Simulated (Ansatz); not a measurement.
**InH (model cell, started as rocksalt type): from the cell to its phonons**

Aim: the vibrations of InH (model cell, started as rocksalt type), their spectra, and whether the structure is stable.

Main program and level: Ansatz 0.2.0; DFT PBE, scalar-relativistic, plane waves, PAW.

The structure was built from a prototype and need not be the compound's stable phase.

### 1. The starting structure

It takes space group Fm-3m (No. 225, cubic). The conventional cell has a = 5.400 Å, b = 5.400 Å, c = 5.400 Å, α = 90.00°, β = 90.00°, γ = 90.00°. Nearest to In lie 6 H at 2.70 Å. Nearest to H lie 6 In at 2.70 Å. Farther neighbours are not listed.

### 2. Bringing the structure to rest

Harmonic phonons are second derivatives at a point where the forces vanish, and they are wanted at zero stress, so atoms and cell are relaxed first.

input.yaml reads:

```yaml
crystal:
  lattice:
    - [0.0, 2.7, 2.7]
    - [2.7, 0.0, 2.7]
    - [2.7, 2.7, 0.0]
  atoms:
    - { symbol: In, position: [0.0, 0.0, 0.0] }
    - { symbol: H, position: [0.5, 0.5, 0.5] }
kpoints:
  mp_grid: { grid: [14, 14, 14] }
hamiltonian:
  xc: pbe
scf:
  occupations: { method: gaussian, width: 0.1 }
output:
  forces: true
  stress: true
  eigenvalues: true
relax:
  adjacent_minimum: "off"
  f_tol: 0.005
  max_steps: 80
  cell: { stress_tol: 0.05 }
```

Run with:

```sh
> ansatz run input.yaml --threads 4 --pin off --max-ram 7168MiB --backend cpu --events-out ev --progress --plain --runs-dir out
```

Numbers of over 12 decimals in the logs are rounded to 6 here.

Output:

```text
Engine: ansatz 0.2.0, aarch64-unknown-linux-gnu
Pseudopotentials: kind: paw
Pseudopotential: In, paw, valence charge 13, recommended cutoff 420 eV (normal), In.paw.azcp
Pseudopotential: H, paw, valence charge 1, recommended cutoff 420 eV (normal), H.paw.azcp
Functional definition: PBE
  parameter kappa = 0.804
  parameter beta = 0.066725
  exchange = pbe_x(kappa = kappa, mu = beta*pi^2/3)
  correlation = pbe_c(beta = beta)
Crystal: 2 atoms, lattice volume = 39.366 Å³
Basis set: ecut = 420 eV, 749 PW (Γ), exchange–correlation on 54×54×54 points (8 copies of the dense FFT grid, shifted against one another)
Bands: 11, of which v1, the nominal top of the filled ones, is band 7 counted from 1 (6 counted from 0)
Symmetry: 48 space group operations
Space group: Fm-3m (ITA 225), of the structure as read, at distance tolerance 3.4e-5 Å
k-points: 104 of 2744
Non-local potential: In, projectors of the file, l = 0: 2, l = 1: 2, l = 2: 2, l = 3: 2
Non-local potential: H, projectors of the file, l = 0: 2, l = 1: 1
PAW form: soft (Blöchl's): semilocal exchange-correlation on the pseudo side does not see the compensation charge
PAW one-centre angular grid: In, 590 points (default); XC on 64 Gauss nodes
PAW one-centre angular grid: H, 110 points (default); XC on 64 Gauss nodes
Initial density: superposition of atomic densities (neutral atoms: chi_scale 0, normalization atom), corrected by the library's trained network
Initial wavefunctions: pseudopotential atomic-orbital guess
Functional: x = pbe(κ = 0.804, μ = 0.219515), c = pbe(β = 0.066725)
SCF iter   1: F=—  HF=-5612.630659 eV  |F-HF|=—  |Δ(HF+E_count)|=         —  Δρ=2.86e-3  dr2=4.44e-3  ethr=1.77e-3  ⟨swp⟩=5.0  Hψ=6701  notcnv=0
preconditioner: auto → none  [metal: Δε(μ)=0.083 eV  Ē_g=16.364 eV  σ=0.100 eV  W_gap=0.44  n_scr=8 (ndim 8)  ℏωp=22.1 eV  f_vac=0.000  D(μ)=0.46/eV (n_scr^D=0)  sad-step TF]
SCF iter   2: F=—  HF=-5612.629159 eV  |F-HF|=—  |Δ(HF+E_count)|=   1.50e-3  Δρ=1.34e-3  dr2=1.13e-3  ethr=3.17e-5  ⟨swp⟩=1.4  Hψ=2166  notcnv=0
SCF iter   3: F=—  HF=-5612.628938 eV  |F-HF|=—  |Δ(HF+E_count)|=   2.21e-4  Δρ=6.26e-4  dr2=9.83e-5  ethr=8.07e-6  ⟨swp⟩=2.7  Hψ=1834  notcnv=0
SCF iter   4: F=—  HF=-5612.628898 eV  |F-HF|=—  |Δ(HF+E_count)|=   3.99e-5  Δρ=1.73e-4  dr2=5.60e-6  ethr=7.02e-7  ⟨swp⟩=2.0  Hψ=1650  notcnv=0
SCF iter   5: F=—  HF=-5612.628901 eV  |F-HF|=—  |Δ(HF+E_count)|=   2.99e-6  Δρ=4.93e-5  dr2=6.15e-7  ethr=4.00e-8  ⟨swp⟩=2.1  Hψ=1751  notcnv=0
SCF iter   6: F=-5612.628900 eV  HF=-5612.628900 eV  |F-HF|=2.24e-8  |Δ(HF+E_count)|=   2.88e-7  Δρ=9.93e-6  dr2=2.04e-8  ethr=7.14e-10  ⟨swp⟩=5.6  Hψ=5329  notcnv=0
SCF 1 converged in 6 iterations: F = -5612.628900 eV  dr2 = 2.04e-8
  greatest PAW one-centre occupation: 0.983 electrons in one spin orbital (limit 2), on the In atom at site 0 (counted from 0), in its partial waves of l = 2
relax step   1: F+E_penalty+E_count = -5612.62890043 eV  Δ(F+E_penalty+E_count) = +0.000e0 eV  max|allowed force component| = 4.273e-31 eV/Å  Δτ_max = 0.0000 Å  P = -3.846 GPa  Ω = 39.366 Å³  (6 SCF iters, dr2 threshold 1.00e-7 eV, accepted)
Crystal: 2 atoms, lattice volume = 33.885 Å³
Basis set: ecut = 420 eV, 645 PW (Γ), exchange–correlation on 54×54×54 points (8 copies of the dense FFT grid, shifted against one another)
Initial density: handed on by an earlier stage of this run
Initial wavefunctions: those handed on with the density
iter 1 solved again at ethr=3.66e-5 eV; its pass at ethr=3.10e-3 eV (dr2=5.12e-3 eV) is discarded
SCF iter   1: F=—  HF=-5612.732196 eV  |F-HF|=—  |Δ(HF+E_count)|=         —  Δρ=3.06e-3  dr2=5.30e-3  ethr=3.66e-5  ⟨swp⟩=1.1  Hψ=9144  notcnv=0
preconditioner: auto → none  [metal: Δε(μ)=0.076 eV  Ē_g=16.848 eV  σ=0.100 eV  W_gap=0.38  n_scr=8 (ndim 8)  ℏωp=23.9 eV  f_vac=0.000  D(μ)=0.58/eV (n_scr^D=0)]
SCF iter   2: F=—  HF=-5612.730149 eV  |F-HF|=—  |Δ(HF+E_count)|=   2.05e-3  Δρ=1.38e-3  dr2=2.81e-4  ethr=3.66e-5  ⟨swp⟩=2.2  Hψ=1772  notcnv=0
SCF iter   3: F=—  HF=-5612.730169 eV  |F-HF|=—  |Δ(HF+E_count)|=   1.93e-5  Δρ=5.56e-4  dr2=5.03e-5  ethr=2.01e-6  ⟨swp⟩=1.5  Hψ=1433  notcnv=0
SCF iter   4: F=—  HF=-5612.730183 eV  |F-HF|=—  |Δ(HF+E_count)|=   1.42e-5  Δρ=2.23e-4  dr2=7.40e-6  ethr=3.59e-7  ⟨swp⟩=1.0  Hψ=1144  notcnv=0
SCF iter   5: F=-5612.730183 eV  HF=-5612.730183 eV  |F-HF|=4.68e-10  |Δ(HF+E_count)|=   3.43e-7  Δρ=3.43e-5  dr2=1.85e-7  ethr=1.43e-9  ⟨swp⟩=4.9  Hψ=6385  notcnv=0
SCF 2 converged in 5 iterations: F = -5612.730183 eV  dr2 = 1.85e-7
relax step   2: F+E_penalty+E_count = -5612.73018316 eV  Δ(F+E_penalty+E_count) = -1.013e-1 eV  max|allowed force component| = 2.260e-31 eV/Å  Δτ_max = 0.0000 Å  P = -1.502 GPa  Ω = 33.885 Å³  energy of the carried Pulay correction = +2.705e-3 eV  (5 SCF iters, dr2 threshold 2.00e-7 eV, accepted)
Crystal: 2 atoms, lattice volume = 31.116 Å³
Basis set: ecut = 420 eV, 609 PW (Γ), exchange–correlation on 54×54×54 points (8 copies of the dense FFT grid, shifted against one another)
iter 1 solved again at ethr=1.80e-5 eV; its pass at ethr=3.10e-3 eV (dr2=2.52e-3 eV) is discarded
SCF iter   1: F=—  HF=-5612.740228 eV  |F-HF|=—  |Δ(HF+E_count)|=         —  Δρ=2.34e-3  dr2=2.63e-3  ethr=1.80e-5  ⟨swp⟩=1.2  Hψ=9170  notcnv=0
preconditioner: auto → none  [metal: Δε(μ)=0.042 eV  Ē_g=17.261 eV  σ=0.100 eV  W_gap=0.23  n_scr=8 (ndim 8)  ℏωp=24.9 eV  f_vac=0.000  D(μ)=0.68/eV (n_scr^D=0)]
SCF iter   2: F=—  HF=-5612.739265 eV  |F-HF|=—  |Δ(HF+E_count)|=   9.64e-4  Δρ=1.15e-3  dr2=1.83e-4  ethr=1.80e-5  ⟨swp⟩=2.4  Hψ=1763  notcnv=0
SCF iter   3: F=—  HF=-5612.739271 eV  |F-HF|=—  |Δ(HF+E_count)|=   6.51e-6  Δρ=4.58e-4  dr2=3.35e-5  ethr=1.31e-6  ⟨swp⟩=1.1  Hψ=1204  notcnv=0
SCF iter   4: F=—  HF=-5612.739277 eV  |F-HF|=—  |Δ(HF+E_count)|=   5.96e-6  Δρ=4.94e-5  dr2=4.69e-7  ethr=2.39e-7  ⟨swp⟩=1.0  Hψ=1144  notcnv=0
SCF iter   5: F=-5612.739277 eV  HF=-5612.739277 eV  |F-HF|=1.86e-9  |Δ(HF+E_count)|=   1.31e-7  Δρ=5.39e-6  dr2=3.96e-9  ethr=1.43e-9  ⟨swp⟩=6.0  Hψ=5890  notcnv=0
SCF 3 converged in 5 iterations: F = -5612.739277 eV  dr2 = 3.96e-9
relax step   3: F+E_penalty+E_count = -5612.73927690 eV  Δ(F+E_penalty+E_count) = -9.094e-3 eV  max|allowed force component| = 2.235e-30 eV/Å  Δτ_max = 0.0000 Å  P = +0.797 GPa  Ω = 31.116 Å³  energy of the carried Pulay correction = +4.233e-3 eV  (5 SCF iters, dr2 threshold 2.00e-7 eV, accepted)
[...]
relax step   4: F+E_penalty+E_count = -5612.74070000 eV  Δ(F+E_penalty+E_count) = -1.423e-3 eV  max|allowed force component| = 2.239e-31 eV/Å  Δτ_max = 0.0000 Å  P = -0.081 GPa  Ω = 32.023 Å³  energy of the carried Pulay correction = +3.719e-3 eV  (4 SCF iters, dr2 threshold 2.00e-7 eV, accepted)
[...]
relax step   5: F+E_penalty+E_count = -5612.74077163 eV  Δ(F+E_penalty+E_count) = -7.163e-5 eV  max|allowed force component| = 3.533e-31 eV/Å  Δτ_max = 0.0000 Å  P = -0.005 GPa  Ω = 31.937 Å³  energy of the carried Pulay correction = +3.767e-3 eV  (4 SCF iters, dr2 threshold 1.66e-8 eV, accepted)
[...]
relax step   6: F+E_penalty+E_count = -5612.73835580 eV  Δ(F+E_penalty+E_count) = +2.416e-3 eV  max|allowed force component| = 4.109e-31 eV/Å  Δτ_max = 0.0000 Å  P = -0.076 GPa  Ω = 31.937 Å³  stress off target by 7.62e-2 GPa  SCF on the basis re-selected at this cell (its energy is not comparable with the rows above)  (6 SCF iters)
[...]
relax step   7: F+E_penalty+E_count = -5612.73842071 eV  Δ(F+E_penalty+E_count) = -6.491e-5 eV  max|allowed force component| = 3.246e-31 eV/Å  Δτ_max = 0.0000 Å  P = -0.000 GPa  Ω = 31.851 Å³  energy of the carried Pulay correction = +4.440e-5 eV  (4 SCF iters, dr2 threshold 1.45e-8 eV, accepted)
iter 1 solved again at ethr=6.17e-8 eV; its pass at ethr=3.10e-3 eV (dr2=8.63e-6 eV) is discarded
SCF iter   1: F=—  HF=-5612.738367 eV  |F-HF|=—  |Δ(HF+E_count)|=         —  Δρ=7.46e-6  dr2=3.43e-9  ethr=6.17e-8  ⟨swp⟩=3.2  Hψ=9637  notcnv=0
preconditioner: auto → none  [metal: Δε(μ)=0.057 eV  Ē_g=17.202 eV  σ=0.100 eV  W_gap=0.31  n_scr=8 (ndim 8)  ℏωp=24.6 eV  f_vac=0.000  D(μ)=0.72/eV (n_scr^D=0)]
SCF iter   2: F=—  HF=-5612.738370 eV  |F-HF|=—  |Δ(HF+E_count)|=   2.54e-6  Δρ=3.37e-6  dr2=5.10e-10  ethr=2.45e-11  ⟨swp⟩=2.2  Hψ=1930  notcnv=0
SCF iter   3: F=—  HF=-5612.738370 eV  |F-HF|=—  |Δ(HF+E_count)|=   1.78e-9  Δρ=7.04e-7  dr2=2.45e-11  ethr=3.64e-12  ⟨swp⟩=2.5  Hψ=1843  notcnv=0
SCF iter   4: F=-5612.738370 eV  HF=-5612.738370 eV  |F-HF|=1.82e-12  |Δ(HF+E_count)|=  1.02e-10  Δρ=1.07e-7  dr2=1.22e-12  ethr=1.00e-12  ⟨swp⟩=6.4  Hψ=5109  notcnv=0
SCF 8 converged in 4 iterations: F = -5612.738370 eV  dr2 = 1.22e-12
relax step   8: F+E_penalty+E_count = -5612.73836959 eV  Δ(F+E_penalty+E_count) = +5.112e-5 eV  max|allowed force component| = 3.616e-31 eV/Å  Δτ_max = 0.0000 Å  P = -0.000 GPa  Ω = 31.851 Å³  stress off target by 1.61e-4 GPa  SCF on the basis re-selected at this cell (its energy is not comparable with the rows above)  (4 SCF iters)
basis re-selected at this cell: Δ(F+E_penalty+E_count) = +5.112e-5 eV, ΔP = -0.000 GPa vs the last step (what re-selecting the basis moved, of the pressure what is left beyond the Pulay correction that the steps carried, after the strain that the cell walked since its last selection, with what the two solves' SCF thresholds leave and, on support functions, any second-order correction that the steps lacked; it is no m [...]
SCF converged after 4 iterations
Free energy (F): -5612.738370 eV
Harris-Foulkes:  -5612.738370 eV  (|F-HF|=1.82e-12)
Internal energy: -5612.734771 eV  (E = F + TS)
E sigma→0 (E₀):  -5612.736570 eV
Entropy (-TS):   -0.003598 eV (-1.799 meV/atom)
Fermi energy:    8.397941 eV
--- Per-component energies (eV) ---
  E_band       = -42.841437
  E_kinetic    = 252.631081
  E_local      = -1147.665720  (includes V_loc(G=0)·N_el)
  E_nonlocal   = 367.483434
  E_hartree    = 446.808870
  E_xc         = -224.433555
  E_vxc        = -110.787576  (∫ρ·V_xc dr)
  E_paw        = -4151.773153  (= ΣΔE_a)
  E_vpaw       = -298.119428  (= ΣTr[D̂ρ^β])
  E_aug_tail   = -0.000971  (compensation charges beyond the density's cutoff)
  E_ewald      = -1155.784758
  E_smearing   = -0.003598  (= −TS)
  E_closure    = -0.000000  (closes the sum)
  Σ components = -5612.738370   (vs F -5612.738370, Δ=0.00e0)
--- Forces (eV/Å), atoms counted from 1 ---
  atom   1  In    -0.00000000     0.00000000     0.00000000
  atom   2  H      0.00000000    -0.00000000    -0.00000000
  max |Σ_I F_I| component: 4.60e-31 eV/Å
--- Stress (GPa, compression-positive) ---
       -0.000161      -0.000000       0.000000
        0.000000      -0.000161      -0.000000
        0.000000       0.000000      -0.000161
  P = ⅓ Tr σ = -0.0002 GPa (-0.002 kbar)
--- Band table (eV; the first three rows and the last of 104) ---
  k-point 0: bands = [... 3 lower, -5.9973, -5.9973, -1.3234, 11.8698, 16.5039, 16.5039, 16.5039, 19.3340]
  k-point 1: bands = [... 3 lower, -5.9981, -5.9981, -1.2294, 11.5603, 16.0188, 16.3904, 16.3904, 18.9406]
  k-point 2: bands = [... 3 lower, -5.9974, -5.9974, -0.9467, 10.6694, 15.0310, 16.1250, 16.1250, 19.0592]
  k-point 103: bands = [... 3 lower, -5.9655, -5.8839, 4.8436, 6.1624, 7.5790, 8.5152, 15.5728, 19.6472]
--- Relaxed structure (6 steps of the walk, 6 accepted, 2 SCFs on fresh bases) ---
  F+E_penalty+E_count = -5612.73836959 eV   max|allowed force component| = 3.616e-31 eV/Å   (the final SCF, on the basis selected at the relaxed cell)
  cell:  # Å, volume = 31.8508 Å³
    - [0, 2.515921, 2.515921]
    - [2.515921, 0, 2.515921]
    - [2.515921, 2.515921, 0]
  atoms:
    - { symbol: In, position: [0, 0, 0] }
    - { symbol: H, position: [0.5, 0.5, 0.5] }
```

Elapsed: 4.8 s, on 4 threads of Arm Neoverse V2, shared host; peak memory 0.36 GiB; 17 s of CPU time.

The steps of the relaxation:

```
step  energy less that of the first step (eV)  largest force component (eV/Å)  pressure (GPa)  volume (Å³)
   1                                   0.0000                          0.0000           -3.85        39.37
   2                                  -0.1013                          0.0000           -1.50        33.88
   3                                  -0.1104                          0.0000            0.80        31.12
   4                                  -0.1118                          0.0000           -0.08        32.02
   5                                  -0.1119                          0.0000           -0.01        31.94
  6*                                  -0.1095                          0.0000           -0.08        31.94
   7                                  -0.1095                          0.0000            0.00        31.85
  8*                                  -0.1095                          0.0000            0.00        31.85
```

Relaxation steps marked * repeat the geometry before them on a plane-wave basis chosen anew for their cell, so energy and pressure can jump there.

Forces are held to the 48 operations that the run works with; a distortion that breaks them can't arise in this run.

```
conventional cell, symmetrised  before  after   change
                         a (Å)   5.400  5.032   -6.8 %
                         b (Å)   5.400  5.032   -6.8 %
                         c (Å)   5.400  5.032   -6.8 %
              volume (Å³/atom)   19.68  15.93  -19.1 %
```

The relaxed structure:

```cif
data_structure
_symmetry_space_group_name_H-M 'P 1'
_symmetry_Int_Tables_number 1
_cell_length_a 3.5580
_cell_length_b 3.5580
_cell_length_c 3.5580
_cell_angle_alpha 60.000
_cell_angle_beta 60.000
_cell_angle_gamma 60.000
_cell_volume 31.85
loop_
_atom_site_label
_atom_site_type_symbol
_atom_site_fract_x
_atom_site_fract_y
_atom_site_fract_z
_atom_site_occupancy
In1 In 0.00000 0.00000 0.00000 1
H2 H 0.50000 0.50000 0.50000 1
```

This step gave:

```yaml
pressure: -1.61e-4 GPa
volume_per_atom: 15.93 Å³
gap_on_the_k_mesh: 0 eV
```

In this step the volume went from 19.68 to 15.93 Å³/atom.

### 3. Bringing the structure to rest

The relaxation is repeated from its end on the same settings, as a check that it has come to rest.

input.yaml, the sections that differ from step 2:

```yaml
crystal:
  lattice:
    - [0.0, 2.5159208715, 2.5159208715]
    - [2.5159208715, 0.0, 2.5159208715]
    - [2.5159208715, 2.5159208715, 0.0]
  atoms:
    - { symbol: In, position: [0.0, 0.0, 0.0] }
    - { symbol: H, position: [0.5, 0.5, 0.5] }
output:
  forces: true
  stress: true
  eigenvalues: true
  write_density: true
  write_potential: true
  elf: true
  volumetric_format: npy
# kpoints, hamiltonian, scf, relax: as in step 2
```

Output:

```text
[...]
Crystal: 2 atoms, lattice volume = 31.851 Å³
Basis set: ecut = 420 eV, 609 PW (Γ), exchange–correlation on 48×48×48 points (8 copies of the dense FFT grid, shifted against one another)
Bands: 11, of which v1, the nominal top of the filled ones, is band 7 counted from 1 (6 counted from 0)
Symmetry: 48 space group operations
[...]
k-points: 104 of 2744
[...]
k-point 103: bands = [... 3 lower, -5.9655, -5.8839, 4.8436, 6.1624, 7.5790, 8.5152, 15.5728, 19.6472]
--- Relaxed structure (1 steps of the walk, 1 accepted, 1 SCFs on fresh bases) ---
[...]
cell:  # Å, volume = 31.8508 Å³
    - [0.0, 2.5159208715, 2.5159208715]
    - [2.5159208715, 0.0, 2.5159208715]
    - [2.5159208715, 2.5159208715, 0.0]
  atoms:
    - { symbol: In, position: [0.0, 0.0, 0.0] }
    - { symbol: H, position: [0.500000, 0.500000, 0.500000] }
[key lines of the parts left out:]
SCF converged after 4 iterations
Free energy (F): -5612.738370 eV
Fermi energy:    8.397942 eV
P = ⅓ Tr σ = -0.0002 GPa (-0.002 kbar)
```

The job ended after 1.1 s (4 threads; peak memory 0.34 GiB).

Little changed from the start: no atom moved by 0.005 Å and no cell edge by 0.1 %.

This step gave:

| Quantity | Value |
| --- | --- |
| pressure | -1.60e-4 GPa |

In this step the volume went from 15.93 to 15.93 Å³/atom.

### 4. Relaxing to small forces for the phonons

Phonons need a cell at rest on their own settings, so the relaxation is repeated with tight tolerances on forces and stress, using the mesh and the filling of the phonon run that follows.

input.yaml, the sections that differ from step 3:

```yaml
kpoints:
  mp_grid: { grid: [16, 16, 16] }
scf:
  occupations: { method: methfessel_paxton, width: 0.2 }
output:
  forces: true
  stress: true
  eigenvalues: true
relax:
  adjacent_minimum: "off"
  f_tol: 0.001
  max_steps: 60
  cell: { stress_tol: 0.01 }
# crystal, hamiltonian: as in step 3
```

Output:

```text
[...]
Crystal: 2 atoms, lattice volume = 31.851 Å³
Basis set: ecut = 420 eV, 609 PW (Γ), exchange–correlation on 48×48×48 points (8 copies of the dense FFT grid, shifted against one another)
Bands: 11, of which v1, the nominal top of the filled ones, is band 7 counted from 1 (6 counted from 0)
Symmetry: 48 space group operations
[...]
k-points: 145 of 4096
[...]
k-point 144: bands = [... 3 lower, -5.9387, -5.8521, 4.9695, 6.0450, 8.0498, 8.0498, 15.9025, 20.8218]
--- Relaxed structure (3 steps of the walk, 3 accepted, 1 SCFs on fresh bases) ---
[...]
cell:  # Å, volume = 31.7614 Å³
    - [0, 2.513564, 2.513564]
    - [2.513564, 0, 2.513564]
    - [2.513564, 2.513564, 0]
  atoms:
    - { symbol: In, position: [0, 0, 0] }
    - { symbol: H, position: [0.5, 0.5, 0.5] }
[key lines of the parts left out:]
SCF converged after 4 iterations
Free energy (F): -5612.739212 eV
Fermi energy:    8.425749 eV
P = ⅓ Tr σ = -0.0008 GPa (-0.008 kbar)
```

It took 2.6 s on 4 threads; peak memory 0.36 GiB.

Little changed from the start: no atom moved by 0.005 Å and no cell edge by 0.1 %.

Numbers from this step:

- pressure: -8.22e-4 GPa
- volume per atom: 15.88 Å³

The forces vanish by symmetry and the pressure is -0.001 GPa, within the tolerances set. The cell now holds 15.88 Å³/atom.

(Part 1 of 2 ends here.)

[Logs are printed without paths, hosts, clocks, repeated set-up lines and the standing remarks that a program may print on its own settings, such as how far it seeks lower states.]

[Hosts, paths, dates, database ids (printed as entryN), source tags and the programs' standing remarks are cut or masked in the printed files.]
